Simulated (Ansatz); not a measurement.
# Y2Ti2O7 (Fd-3m): band gap by G0W0 on HSE06

Aim: the quasiparticle gap of Y2Ti2O7 (Fd-3m), starting from HSE06.

Main program and level: Ansatz 0.2.0; HSE06, then G0W0 on it, plane waves, PAW.

**What was measured.**

- Gap 3.44 eV: direct optical gap from Tauc plot; UV-Vis-NIR transmission; bulk crystal (floating-zone single crystal wafer, 1 mm thick) (“Structural, optical and mechanical properties of Y2Ti2O7 single crystal”, 2020, arxiv:2006.07359).

Most raw output is cut from this account.

In doubt: masses and optical values from hybrid runs of this build are listed as unsure (step 3), which bears on the screening that GW takes from such a start.

**1. Set-up**

Symmetry: Fd-3m, No. 227, cubic system. Conventional cell: a = 10.099 Å, b = 10.099 Å, c = 10.099 Å, α = 90.00°, β = 90.00°, γ = 90.00°. Nearest to Y lie 8 O at 2.19 to 2.48 Å. Ti has 6 O at 1.96 Å nearest. Nearest to O lie 2 Ti at 1.96 Å and 2 Y at 2.48 Å. Nearest to O lie 4 Y at 2.19 Å. Farther neighbours and most contacts between anions are not listed.

Geometry: measured cell, ions relaxed with LDA. The runs that relaxed it are not among those shown. The default PAW set here is soft_2. Its files were made with PBE.

**2. The starting point: HSE06**

HSE06 mixes in a quarter of exact exchange at short range.

This step: DFT, HSE06, plane waves, PAW.

File input.yaml:

```yaml
crystal:
  lattice:
    - [0.0, 5.0493, 5.0493]
    - [5.0493, 0.0, 5.0493]
    - [5.0493, 5.0493, 0.0]
  atoms:
    - { symbol: "Y", position: [0.125, 0.125, 0.125] }
    - { symbol: "Y", position: [0.625, 0.125, 0.125] }
    - { symbol: "Y", position: [0.125, 0.125, 0.625] }
    - { symbol: "Y", position: [0.125, 0.625, 0.125] }
    - { symbol: Ti, position: [0.625, 0.625, 0.625] }
    - { symbol: Ti, position: [0.125, 0.625, 0.625] }
    - { symbol: Ti, position: [0.625, 0.625, 0.125] }
    - { symbol: Ti, position: [0.625, 0.125, 0.625] }
    - { symbol: O, position: [0.5454541437, 0.9545458563, 0.9545458563] }
    - { symbol: O, position: [0.7045458563, 0.2954541437, 0.7045458563] }
    - { symbol: O, position: [0.9545458563, 0.5454541437, 0.5454541437] }
    - { symbol: O, position: [0.2954541437, 0.7045458563, 0.2954541437] }
    - { symbol: O, position: [0.9545458563, 0.5454541437, 0.9545458563] }
    - { symbol: O, position: [0.7045458563, 0.7045458563, 0.2954541437] }
    - { symbol: O, position: [0.5454541437, 0.9545458563, 0.5454541437] }
    - { symbol: O, position: [0.2954541437, 0.2954541437, 0.7045458563] }
    - { symbol: O, position: [0.7045458563, 0.2954541437, 0.2954541437] }
    - { symbol: O, position: [0.9545458563, 0.9545458563, 0.5454541437] }
    - { symbol: O, position: [0.2954541437, 0.7045458563, 0.7045458563] }
    - { symbol: O, position: [0.5454541437, 0.5454541437, 0.9545458563] }
    - { symbol: O, position: [0.0, 0.0, 0.0] }
    - { symbol: O, position: [0.25, 0.25, 0.25] }
kpoints:
  mp_grid: { grid: [4, 4, 4] }
  band_path:
    path:
      - [0.0, 0.0, 0.0]
      - [0.5, 0.0, 0.5]
      - [0.625, 0.25, 0.625]
      - [0.375, 0.375, 0.75]
      - [0.5, 0.5, 0.5]
      - [0.5, 0.25, 0.75]
    npoints: 1
hamiltonian:
  xc: hse06
scf:
  occupations: { method: fixed }
  n_extra_bands: 11
output:
  eigenvalues: true
```

Started as:

```sh
$ ansatz run input.yaml --threads 24 --pin off --max-ram 82944MiB --backend cuda --events-out ev --progress --plain --runs-dir out --devices 1 --max-vram 78GiB
```

It took 25 s on 1 × NVIDIA GB200 (shared by 2 runs) with 24 threads of Arm Neoverse V2, shared host; peak memory 2.5 GiB.

This step gave:

```yaml
gap: 4.497 eV
valence_top_at: X
conduction_bottom_at: Γ
least_direct_gap: 4.516 eV
exact_exchange_fraction: 0.25
```

Over mesh and listed points the gap is 4.497 eV, from k = (0.500, 0.000, 0.500) to k = Γ. The least direct gap found is 4.516 eV, at k = Γ.

**3. The quasiparticle correction**

G0W0 replaces the xc potential by a self-energy built once from the orbitals of the start. Levels are corrected in the window of bands that the input names, at points of the mesh.

This step: G0W0 on HSE06, plane waves, PAW.

Edit input.yaml of step 2 so:

```diff
@@ -29,12 +29,3 @@
 kpoints:
-  mp_grid: { grid: [4, 4, 4] }
-  band_path:
-    path:
-      - [0.0, 0.0, 0.0]
-      - [0.5, 0.0, 0.5]
-      - [0.625, 0.25, 0.625]
-      - [0.375, 0.375, 0.75]
-      - [0.5, 0.5, 0.5]
-      - [0.5, 0.25, 0.75]
-    npoints: 1
+  mp_grid: { grid: [2, 2, 2] }
 hamiltonian:
@@ -43,4 +34,7 @@
   occupations: { method: fixed }
-  n_extra_bands: 11
-output:
-  eigenvalues: true
+gw:
+  n_empty_bands: 450
+  ecut_chi: 84
+  qp_bands: [v4, c4]
+  qp_kpoints: band_edges
+  screening: { model: contour_deformation }
```

Run time: 15 s. Hardware: 1 × NVIDIA GB200 (shared by 2 runs) with 24 threads; peak memory 2 GiB; 81 s of CPU time.

This step gave:

```
bands summed                                    : 538
RPA ε∞ on this mesh (eigenvalues)               : 4.369, 4.369, 4.369
plane waves in the screening matrix             : 459
q-points in the mesh                            : 8
G0W0 gap over the corrected points              : 5.064 eV
k of the valence top                            : 0, -0.5, -0.5
k of the conduction bottom                      : 0, 0, 0
starting gap on the mesh                        : 4.489 eV
Z at the valence top                            : 0.7758
Z at the conduction bottom                      : 0.7716
least direct G0W0 gap over the corrected points : 5.066 eV
```

Over all 3 irreducible mesh points the G0W0 gap is 5.064 eV, from k = (0.000, -0.500, -0.500) to k = Γ. The HSE06 gap of this run on the mesh is 4.489 eV. The two states that bound the G0W0 gap lie that far apart at the start, so the correction of the gap is 5.064 − 4.489 = +0.575 eV. The start of this run differs from the step before in mesh (4×4×4 and 2×2×2).

Labels follow the order of the start: v1 is the top filled band, c1 the lowest empty one; levels that stay degenerate share a row, the window can cut a multiplet, doubted levels are not marked in this list, bands outside the window were not corrected, and the list may be a part of the corrected levels. The levels before and after the correction (eV, zero at the valence-band top of each column):

```tsv
	conduction bottom	valence top
HSE06	4.49	0.00
G0W0	5.06	0.00
```

```tsv
	level	occupation	energy (eV)
HSE06	Γ v3-v1	2	-0.021
HSE06	Γ c1-c2	0	4.489
HSE06	Γ c3	0	4.709
HSE06	(0 -0.5 -0.5) v3	2	-0.617
HSE06	(0 -0.5 -0.5) v2-v1	2	0.000
HSE06	(0 -0.5 -0.5) c1-c2	0	4.906
HSE06	(0 -0.5 -0.5) c3	0	4.994
G0W0	Γ v3-v1	2	-0.001
G0W0	Γ c1-c2	0	5.064
G0W0	Γ c3	0	5.157
G0W0	(0 -0.5 -0.5) v3	2	-0.677
G0W0	(0 -0.5 -0.5) v2-v1	2	0.000
G0W0	(0 -0.5 -0.5) c1-c2	0	5.411
G0W0	(0 -0.5 -0.5) c3	0	5.547
```

The parts of the quasiparticle energy for the two states that bound the G0W0 gap, in eV on the run's own scale (QP = start + Σx + Σc − Vxc, with Σc at the quasiparticle energy):

```tsv
edge	k	band	start	Σx	Σc	Vxc	Z	QP
valence top	(0.000, -0.500, -0.500)	87	8.617	−26.218	4.474	−22.220	0.776	9.092
conduction bottom	Γ	89	13.106	−12.980	−6.218	−20.248	0.772	14.156
```

For a hybrid start, Vxc holds its share of exact exchange.

**4. Side by side**

Each gap is the least one over the points named; times are wall times on shared hosts, not benchmarks. A G0W0 time includes the run's own self-consistent start. Runs with listed points see these and the mesh alone, so an edge that moves elsewhere is missed. Symmetry makes (0.500, 0.000, 0.500) and (0.000, -0.500, -0.500) one point.

```tsv
level	mesh	files, cutoff	bands summed, screening	points	gap (eV)	valence top	conduction bottom	least direct gap (eV)	time
HSE06	4×4×4	soft_2 PAW, 420 eV	-	mesh and listed points	4.497	(0.500, 0.000, 0.500)	Γ	4.516	25 s
G0W0@HSE06	2×2×2	soft_2 PAW, 420 eV	538, 84 eV	all 3 irreducible mesh points	5.064	(0.000, -0.500, -0.500)	Γ	5.066	15 s
```

Computed less measured, in eV, for the reports listed at the start; nothing is added to the computed values:

```tsv
row	computed (eV)	3.44 eV (2020)
HSE06, gap	4.497	+1.057
G0W0@HSE06, gap	5.064	+1.624
```

**5. Summary of results**

| Property | Result |
| --- | --- |
| HSE06 gap over mesh and listed points | 4.497 eV, from k = (0.500, 0.000, 0.500) to k = Γ |
| G0W0@HSE06 gap over all 3 irreducible mesh points | 5.064 eV, from k = (0.000, -0.500, -0.500) to k = Γ |
| GW settings | 2×2×2 mesh, 450 empty bands, screening to 84 eV |
| known limits | finite bands, screening cutoff and k mesh; no spin-orbit coupling in G0W0 |

What this shows: Over all 3 irreducible mesh points the G0W0 gap is 5.064 eV, from k = (0.000, -0.500, -0.500) to k = Γ. The HSE06 gap of this run on the mesh is 4.489 eV. The two states that bound the G0W0 gap lie that far apart at the start, so the correction of the gap is 5.064 − 4.489 = +0.575 eV. The valence state moves by 9.092 − 8.617 = +0.475 eV and the conduction state by 14.156 − 13.106 = +1.050 eV, on the run's own scale; how far single levels stand from their limit in bands is not shown. Both edges that HSE06 shows over mesh and listed points lie at k points where levels were corrected. Levels at other points were not corrected, so a lower G0W0 gap elsewhere in the zone is not ruled out. No second run with other bands and screening cutoff is shown, so the distance to the basis limit is not known. On another start, G0W0@LDA runs of this series (2×2×2 mesh, soft_2 PAW; not shown as steps) give 4.922 eV with 247 bands and 42 eV, 4.644 eV with 538 bands and 84 eV and 4.644 eV with 1056 bands and 140 eV. The program doubts an edge level of G0W0@LDA with 247 bands (2×2×2, soft_2 PAW). G0W0 on other starts in this series, not shown as steps and not all at these settings: 4.644 eV on LDA (2×2×2, soft_2 PAW, 538 bands, 84 eV). Two runs of this series at another level, not shown as steps, test spin-orbit coupling. LDA+SOC against LDA: 2.793 − 2.797 = −0.004 eV. Mesh, set of files and cutoff are the same, but the valence top lies at another k point, so this need not be the shift of one pair of states. The spin-orbit run sees mesh and listed points alone, so its gap is an upper bound: the coupling can move an edge off these points, and the change over the zone, its sign included where it is small, is not known. What spin-orbit coupling does to the G0W0 levels was not computed, so no sum with the G0W0 gap is formed. Against experiment, G0W0@HSE06 at 5.064 eV lies +1.624 eV from 3.44 eV (2020). The differences hold parts that these runs do not separate: finite bands, cutoffs and mesh, points of the zone that were not corrected, the start of G0W0, spin-orbit coupling missing from it, static nuclei, no electron-hole attraction, and what each experiment reads as the gap. How much each gives is not known from the steps shown. The G0W0 runs are scalar-relativistic. No pair of G0W0 runs that differ in the mesh alone is shown (2×2×2 is a supercell whose nearest images lie 14 Å apart), so the error from the mesh is not known here. G0W0 is shown with one set of atomic data (soft_2 PAW), so the error from the files is not known here.

[Paths, hosts, dates, memory and timing lines, banners, echoed tables and standing remarks are left out of the program output.]

[Logs are printed without paths, hosts, clocks, repeated set-up lines and the standing remarks that a program may print on its own settings, such as how far it seeks lower states.]

[Runs of the session that timed out or met a known fault of the program may be left out.]

[Cells called generated may have been cut or substituted from an entry of the Crystallography Open Database or the Materials Project.]

[Hosts, paths, dates, database ids (printed as entryN), source tags and the programs' standing remarks are cut or masked in the printed files.]

[Where an RPA ε∞ is given, it is that of the G0W0 mesh and is not shown converged in it. Names of k-points follow the symmetry that the program found, which can be lower than the space group named. Band edges on a path are those of the sampled points; other points can move an edge, and change direct to indirect where valleys lie close.]

[Hybrid gaps are those of their k-mesh and are not shown converged in it.]
